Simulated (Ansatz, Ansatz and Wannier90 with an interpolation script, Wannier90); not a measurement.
# GaAs (F-43m): what limits a Wannier interpolation of GW, part 2 of 2

How do the Wannier model and the GW settings move the interpolated bands of GaAs (F-43m)?

Wannier90 4.0.3; maximally localised Wannier functions from the overlaps of r2SCAN states (plane waves, PAW). Known limits of the many-body steps: not at the basis limit; mesh may overstate the screening; no spin-orbit coupling; coarse k mesh.

So far. Step 2 (Wannier model on 16×16×16, by Wannier90): Near the gap the model misses directly solved bands by 1.4 meV r.m.s. and by 9 meV at most in the window tested. This tests the starting bands, not the corrections carried with them. Step 3 (Wannier model on 16×16×16, by the program's own …): Near the gap the model misses directly solved bands by 1.4 meV r.m.s. and by 9 meV at most in the window tested. This tests the starting bands, not the corrections carried with them.

### 4. Wannier model on 8×8×8, by Wannier90

This step: maximally localised Wannier functions from the overlaps of r2SCAN states (plane waves, PAW).

The input, w.win:

```
num_iter = 1200
conv_tol = 1.0e-8
conv_window = 5
dis_num_iter = 4000
dis_conv_tol = 1.0e-8
dis_mix_ratio = 0.7
write_hr = true
use_ws_distance = false
num_print_cycles = 50
! ansatz wannier90 interface
! projections by site (counted from 0) and shell: 1 4P, 0 4S, 0 4P
! states of the run's bands (counted from 1): 1-24
num_bands = 24
num_wann  = 7
dis_win_min = 0.8
dis_win_max = 20.27
dis_froz_min = 0.8
dis_froz_max = 11.95
guiding_centres = true

begin unit_cell_cart
Ang
                      0.0                  2.82685                  2.82685
                  2.82685                      0.0                  2.82685
                  2.82685                  2.82685                      0.0
end unit_cell_cart

begin atoms_frac
Ga                       0.0                      0.0                      0.0
As                      0.75                     0.75                     0.75
end atoms_frac

mp_grid = 8 8 8

[... the mesh's points ...]
```

Command:

```
$ OMP_NUM_THREADS=1 mpirun -n 8 wannier90.x w > wannier90.x.log
```

Numbers of over 12 decimals in the logs are rounded to 6 here.

The program printed:

```text
[banner, memory and clock lines left out]
TEM
                                    ------

                              Lattice Vectors (Ang)
                    a_1     0.000000   2.826850   2.826850
                    a_2     2.826850   0.000000   2.826850
                    a_3     2.826850   2.826850   0.000000

                   Unit Cell Volume:      45.17917  (Ang^3)

                        Reciprocal-Space Vectors (Ang^-1)
                    b_1    -1.111340   1.111340   1.111340
                    b_2     1.111340  -1.111340   1.111340
                    b_3     1.111340   1.111340  -1.111340

 *----------------------------------------------------------------------------*
 |   Site       Fractional Coordinate          Cartesian Coordinate (Ang)     |
 +----------------------------------------------------------------------------+
 | ga   1   0.00000   0.00000   0.00000   |    0.00000   0.00000   0.00000    |
 | as   1   0.75000   0.75000   0.75000   |    4.24027   4.24027   4.24027    |
 *----------------------------------------------------------------------------*
                                ------------
                                K-POINT GRID
                                ------------

             Grid size =  8 x  8 x  8      Total points =  512

 *---------------------------------- MAIN ------------------------------------*
 |  Number of Wannier Functions               :                 7             |
 |  Number of Objective Wannier Functions     :                 7             |
 |  Number of input Bloch states              :                24             |
 |  Output verbosity (1=low, 5=high)          :                 1             |
 |  Timing Level (1=low, 5=high)              :                 1             |
[...]
Sum of centres and spreads ( 12.720825, 12.720825, 12.720825 )    23.92528157

      1    -0.440E+00     0.3597992326       23.9252815693       0.18  <-- CONV
        O_D=      0.1979964 O_OD=      5.3050360 O_TOT=     23.9252816 <-- SPRD
 Delta: O_D= -0.3557002E-01 O_OD= -0.4047114E+00 O_TOT= -0.4402814E+00 <-- DLTA

             <<<     Delta < 1.000E-08  over  5 iterations     >>>
             <<< Wannierisation convergence criteria satisfied >>>

 Final State
[...]
WF centre and spread    6  ( -0.000000,  0.000000,  0.000000 )     4.11135430
  WF centre and spread    7  (  0.000000,  0.000000, -0.000000 )     4.11135430
  Sum of centres and spreads ( 12.720825, 12.720825, 12.720825 )    23.65040936

         Spreads (Ang^2)       Omega I      =    18.422249183
        ================       Omega D      =     0.214111403
                               Omega OD     =     5.014048772
    Final Spread (Ang^2)       Omega Total  =    23.650409357

 Writing checkpoint file w.chk... done

 *---------------------------------------------------------------------------*
 |                               PLOTTING                                    |
 *---------------------------------------------------------------------------*

 *===========================================================================*
 |                             TIMING INFORMATION                            |
 *===========================================================================*
 |    Tag                                                Ncalls      Time (s)|
 |---------------------------------------------------------------------------|
 |kmesh: get                                        :         1         0.104|
 |overlap: read                                     :         1         1.212|
 |dis: main                                         :         1         0.180|
 |wann: main                                        :         1         0.167|
 |plot: main                                        :         1         0.039|
 *---------------------------------------------------------------------------*
 All done: wannier90 exiting
```

Elapsed: 2.6 s, on 8 MPI ranks of Intel Xeon 6975P-C (Granite Rapids), shared host; 19 s of CPU time.

This step gave:

```yaml
gauge_invariant_spread: 18.42 Å²
diagonal_spread: 0.2141 Å²
off_diagonal_spread: 5.014 Å²
total_spread: 23.65 Å²
disentanglement_steps: 102
r_m_s_interpolation_error: 0.007881 eV
r_m_s_error_near_the_gap: 0.01059 eV
```

Near the gap the model misses directly solved bands by 10.6 meV r.m.s. and by 79 meV at most in the window tested. This tests the starting bands, not the corrections carried with them.

Frozen up to 4.02 eV; above it the model need not follow the bands. The electronic bands at the labelled points (eV, zero at the valence-band top; v1 is the highest filled band, c1 the lowest empty one):

```
    point     v3     v2     v1    c1    c2     c3     c4
        Γ   0.00   0.00   0.00  1.02  4.06   4.06   4.06
  halfway  -4.11  -1.75  -1.75  2.28  3.67   7.07   7.07
        X  -6.99  -2.78  -2.78  1.76  1.96  10.88  10.88
  halfway  -6.93  -3.30  -2.66  1.95  2.91  10.00  10.10
        U  -6.79  -3.97  -2.34  2.28  5.19   8.63   8.78
jump to K  -6.79  -3.97  -2.34  2.28  5.19   8.63   8.78
  halfway  -4.61  -2.50  -0.72  3.08  5.18   5.46   6.29
        Γ   0.00   0.00   0.00  1.02  4.06   4.06   4.06
  halfway  -4.19  -0.70  -0.70  1.84  4.99   4.99   6.68
        L  -6.81  -1.18  -1.18  1.37  5.00   5.00   8.66
  halfway  -6.64  -3.30  -2.00  3.40  4.64   6.82   8.37
        W  -6.79  -3.64  -3.43  5.03  5.07   5.92   7.82
  halfway  -6.89  -3.24  -3.14  2.88  3.09   8.73   9.86
        X  -6.99  -2.78  -2.78  1.76  1.96  10.88  10.88
```

The same for Kohn-Sham, solved directly:

```
point     v3     v2     v1    c1    c2     c3     c4
    Γ   0.00   0.00   0.00  1.02  4.05   4.05   4.05
    X  -6.99  -2.78  -2.78  1.76  1.96  10.88  10.88
    U  -6.79  -3.97  -2.34  2.28  5.03   8.56   8.61
    K  -6.79  -3.97  -2.34  2.28  5.03   8.56   8.61
    Γ   0.00   0.00   0.00  1.02  4.05   4.05   4.05
    L  -6.81  -1.18  -1.18  1.37  5.00   5.00   8.30
    W  -6.79  -3.64  -3.43  5.03  5.07   5.92   6.49
    X  -6.99  -2.78  -2.78  1.76  1.96  10.88  10.88
```

The first set of electronic bands as a text plot (rows in eV, shown from -7.0 to 4.1 only):

```
    3.8 |+++ +++        +             ++               +    +
    3.4 |   +   +              +                      +      +
    2.9 |   +    +     +    +++ ++                   +        +
    2.4 |  + +++  ++      ++      ++                +         +
    2.0 |       ++  ++++++          +    ++++      +           ++
    1.5 | +       +++                +  +    ++++++
    1.1 |+                            ++
    0.6 |
    0.1 |*                           ****
   -0.3 | **                     *****   ***
   -0.8 | * *                   *   **  *   ***
   -1.2 |  * **              ***  **     *     *****
   -1.7 |      *            *    *  *              ***
   -2.2 |   *   *         **              *         * **
   -2.6 |        *********      * **                    *       *
   -3.1 |    **       **       *           *         **  *   ***
   -3.5 |               *    **  *                     * *****
   -4.0 |      *         ****               *           *
   -4.5 |                       *
   -4.9 |       *                            *
   -5.4 |                      *
   -5.8 |        *           **               *
   -6.3 |         **        *                  *
   -6.8 |           ********                    *****************
         Γ           X  U|K            Γ         L        W     X
```

### 5. A faulty Wannier input

This step: maximally localised Wannier functions, r2SCAN, plane waves, PAW.

The input, input.yaml:

```yaml
crystal:
  lattice:
    - [0.0, 2.82685, 2.82685]
    - [2.82685, 0.0, 2.82685]
    - [2.82685, 2.82685, 0.0]
  atoms:
    - { symbol: Ga, position: [0.0, 0.0, 0.0] }
    - { symbol: As, position: [0.75, 0.75, 0.75] }
kpoints:
  mp_grid: { grid: [8, 8, 8] }
hamiltonian:
  xc: r2scan
scf:
  occupations: { method: fixed }
  n_extra_bands: 30
output:
  wannier:
    kmesh: [8, 8, 8]
    projections:
      - { species: As, l: p, shell: 4 }
      - { species: Ga, l: s, shell: 4 }
      - { species: Ga, l: p, shell: 4 }
    minimise: true
    write_hr: true
    seedname: w
    conv_tol: 1.0e-06
    max_iter: 3
    stability_check: false
    disentanglement:
      window: [0.8, 20.27]
      frozen_window: [0.8, 11.95]
      conv_tol: 1.0e-08
```

Command:

```
$ ansatz run input.yaml --threads 12 --pin off --max-ram 22118MiB --backend cpu --events-out ev --progress --plain --runs-dir out
```

The program printed:

```text
Error: invalid value for `output.wannier.max_iter`: must be ≥ 5; got 3
```

Wall time 0.08 s (12 threads); peak memory 0.095 GiB.

The input was rejected at the start.

The program's message: “Error: invalid value for `output.wannier.max_iter`: must be ≥ 5; got 3”

The fault put into this input: too few iterations.

### 6. G0W0: 8×8×8 mesh, 207 empty bands, screening to 160 eV

Now the one-shot GW correction: screening in the RPA, then the self-energy of the levels asked for.

This step: G0W0 on r2SCAN, plane waves, PAW.

input.yaml, the sections that differ from step 5:

```yaml
scf:
  occupations: { method: fixed }
gw:
  n_empty_bands: 207
  ecut_chi: 160.0
  qp_bands: [v3, c4]
  screening: { model: contour_deformation }
# crystal, kpoints, hamiltonian: as in step 5
# output: removed
```

The program printed:

```text
[...]
Crystal: 2 atoms, lattice volume = 45.179 Å³
Basis set: ecut = 500 eV, 1139 PW (Γ), exchange–correlation on 120×120×120 points (64 copies of the dense FFT grid, shifted against one another)
Bands: 18, of which v1, the nominal top of the filled ones, is band 14 counted from 1 (13 counted from 0)
Symmetry: 24 space group operations
[...]
k-points: 29 of 512 (time reversal used)
[...]
1    12      6.0309   -16.7009     1.1548   -15.1822  0.7638     5.6639     5.6670  root
[...]
28    15     12.9716    -9.3933    -4.8754   -14.4381  0.7430    13.1418    13.1410  root
    28    16     13.0082    -7.2590    -4.3128   -11.4731  0.7649    12.9097    12.9093  root
    28    17     13.8564    -7.2038    -5.0050   -12.1669  0.7507    13.8145    13.8145  root
    28    18     14.4305    -6.3381    -4.6275   -10.7939  0.7654    14.2593    14.2589  root
[key lines of the parts left out:]
SCF converged after 7 iterations
Free energy (F): -8655.753949 eV
Fermi energy:    7.938018 eV
```

Wall time 3.3 min (12 threads); peak memory 2.1 GiB; 29 min of CPU time.

The G0W0 gap on the mesh is 1.531 eV.

### 7. G0W0: 4×4×4 mesh, 207 empty bands, screening to 160 eV

input.yaml, as its differences from that of step 6:

```diff
@@ -9,3 +9,3 @@
 kpoints:
-  mp_grid: { grid: [8, 8, 8] }
+  mp_grid: { grid: [4, 4, 4] }
 hamiltonian:
```

The program printed:

```text
[...]
Crystal: 2 atoms, lattice volume = 45.179 Å³
Basis set: ecut = 500 eV, 1139 PW (Γ), exchange–correlation on 120×120×120 points (64 copies of the dense FFT grid, shifted against one another)
Bands: 18, of which v1, the nominal top of the filled ones, is band 14 counted from 1 (13 counted from 0)
Symmetry: 24 space group operations
[...]
k-points: 8 of 64 (time reversal used)
[...]
1    12      3.7802   -17.1378     2.3255   -14.4561  0.7367     3.4195     3.4241  root
[...]
7    15     13.0009    -9.3796    -4.9106   -14.4235  0.7568    13.1347    13.1342  root
     7    16     13.0259    -7.2566    -4.3557   -11.4571  0.7664    12.8712    12.8707  root
     7    17     13.8741    -7.1741    -5.0599   -12.1498  0.7558    13.7901    13.7898  root
     7    18     14.4439    -6.3188    -4.6735   -10.7729  0.7651    14.2256    14.2246  root
[key lines of the parts left out:]
SCF converged after 7 iterations
Free energy (F): -8655.595896 eV
Fermi energy:    7.977683 eV
```

It took 6.3 s on 12 threads; peak memory 1.4 GiB.

The G0W0 gap on the mesh is 1.495 eV.

### 8. G0W0: 8×8×8 mesh, 96 empty bands, screening to 96 eV

input.yaml, the sections that differ from step 7:

```yaml
kpoints:
  mp_grid: { grid: [8, 8, 8] }
gw:
  n_empty_bands: 96
  ecut_chi: 96
  qp_bands: [v3, c4]
  screening: { model: contour_deformation }
# crystal, hamiltonian, scf: as in step 7
```

The program printed:

```text
[...]
Crystal: 2 atoms, lattice volume = 45.179 Å³
Basis set: ecut = 500 eV, 1139 PW (Γ), exchange–correlation on 120×120×120 points (64 copies of the dense FFT grid, shifted against one another)
Bands: 18, of which v1, the nominal top of the filled ones, is band 14 counted from 1 (13 counted from 0)
Symmetry: 24 space group operations
[...]
k-points: 29 of 512 (time reversal used)
[...]
1    12      6.0309   -16.7009     1.3315   -15.1822  0.7639     5.8430     5.8437  root
[...]
28    15     12.9716    -9.3933    -4.6966   -14.4381  0.7433    13.3234    13.3198  root
    28    16     13.0082    -7.2590    -4.2160   -11.4731  0.7650    13.0063    13.0063  root
    28    17     13.8564    -7.2038    -4.8651   -12.1669  0.7503    13.9545    13.9542  root
    28    18     14.4305    -6.3381    -4.5351   -10.7939  0.7648    14.3513    14.3512  root
[key lines of the parts left out:]
SCF converged after 7 iterations
Free energy (F): -8655.753949 eV
Fermi energy:    7.938018 eV
```

Wall time 56 s (12 threads); peak memory 1 GiB.

The G0W0 gap on the mesh is 1.618 eV.

### 9. G0W0: 8×8×8 mesh, 207 empty bands, screening to 160 eV, plasmon pole

input.yaml, as its differences from that of step 8:

```diff
@@ -15,5 +15,5 @@
 gw:
-  n_empty_bands: 96
-  ecut_chi: 96
+  n_empty_bands: 207
+  ecut_chi: 160.0
   qp_bands: [v3, c4]
-  screening: { model: contour_deformation }
+  screening: { model: godby_needs }
```

The program printed:

```text
[...]
Crystal: 2 atoms, lattice volume = 45.179 Å³
Basis set: ecut = 500 eV, 1139 PW (Γ), exchange–correlation on 120×120×120 points (64 copies of the dense FFT grid, shifted against one another)
Bands: 18, of which v1, the nominal top of the filled ones, is band 14 counted from 1 (13 counted from 0)
Symmetry: 24 space group operations
[...]
k-points: 29 of 512 (time reversal used)
[...]
1    12      6.0309   -16.7009     1.1532   -15.1822  0.7942     5.6647     5.6654  root
[...]
28    15     12.9716    -9.3933    -4.7881   -14.4381  0.7919    13.2288    13.2283  root
    28    16     13.0082    -7.2590    -4.3061   -11.4731  0.8031    12.9163    12.9162  root
    28    17     13.8564    -7.2038    -4.9446   -12.1669  0.7959    13.8748    13.8748  root
    28    18     14.4305    -6.3381    -4.6090   -10.7939  0.8022    14.2774    14.2773  root
[key lines of the parts left out:]
SCF converged after 7 iterations
Free energy (F): -8655.753949 eV
Fermi energy:    7.938018 eV
```

Run time: 2.9 min. Hardware: 12 threads; peak memory 3.8 GiB; 31 min of CPU time.

The G0W0 gap on the mesh is 1.589 eV.

### 10. Interpolated results

Times are wall times on 12 threads of Intel Xeon 6975P-C (Granite Rapids), shared host, good to a factor of about two.

```
GW mesh  empty bands  cutoff (eV)            frequency  gap on mesh (eV)  gap over zone (eV)  direct gap (eV)  valence width (eV)  GW time
  8×8×8          207          160  contour deformation             1.531               1.531            1.531               6.922  3.3 min
  4×4×4          207          160  contour deformation             1.495               1.501            1.501               6.932    6.3 s
  8×8×8           96           96  contour deformation             1.618               1.618            1.618               6.948     56 s
  8×8×8          207          160         plasmon pole             1.589               1.589            1.589               7.100  2.9 min
```

### 11. What came out

- 8×8×8 mesh, 207 empty bands, screening to 160 eV: 1.53 eV
- 4×4×4 mesh, 207 empty bands, screening to 160 eV: 1.50 eV
- 8×8×8 mesh, 96 empty bands, screening to 96 eV: 1.62 eV
- 8×8×8 mesh, 207 empty bands, screening to 160 eV, plasmon pole: 1.59 eV

**Reading.** The largest change, +0.09 eV in the gap over the zone, comes with 8×8×8 mesh, 96 empty bands, screening to 96 eV. The first run is a reference, not a converged one, and where a row moves several settings no single cause can be named. Rows on another GW mesh add that mesh's corrections to the bands of the one model. The program's own minimiser ends at the same spread as the first model, 25.6 Å², from the same trial orbitals; this need not be the lowest minimum. Coarser Wannier mesh (8×8×8): the miss near the gap goes from 1 (the model on 16×16×16) to 11 meV and the total spread from 25.6 to 23.7 Å². With 4×4×4 mesh, 207 empty bands, screening to 160 eV the gap over the zone moves by −0.03 eV and that on the mesh by −0.04 eV. With 8×8×8 mesh, 96 empty bands, screening to 96 eV the gap over the zone moves by +0.09 eV and that on the mesh by +0.09 eV. With 8×8×8 mesh, 207 empty bands, screening to 160 eV, plasmon pole the gap over the zone moves by +0.06 eV and that on the mesh by +0.06 eV. Gaps over the zone and on the mesh differ where an edge lies off the mesh, or where a GW run starts from another density: the starting gap over the zone is 1.016 eV, on the GW meshes it is 1.016 eV and 1.010 eV. The many-body steps are scalar-relativistic: spin-orbit coupling is not in them.

[Paths, hosts, dates, memory and timing lines, banners, echoed tables and standing remarks are left out of the program output.]

[Logs are printed without paths, hosts, clocks, repeated set-up lines and the standing remarks that a program may print on its own settings, such as how far it seeks lower states.]

[Runs of the session that timed out or met a known fault of the program may be left out.]

[Hosts, paths, dates, database ids (printed as entryN), source tags and the programs' standing remarks are cut or masked in the printed files.]
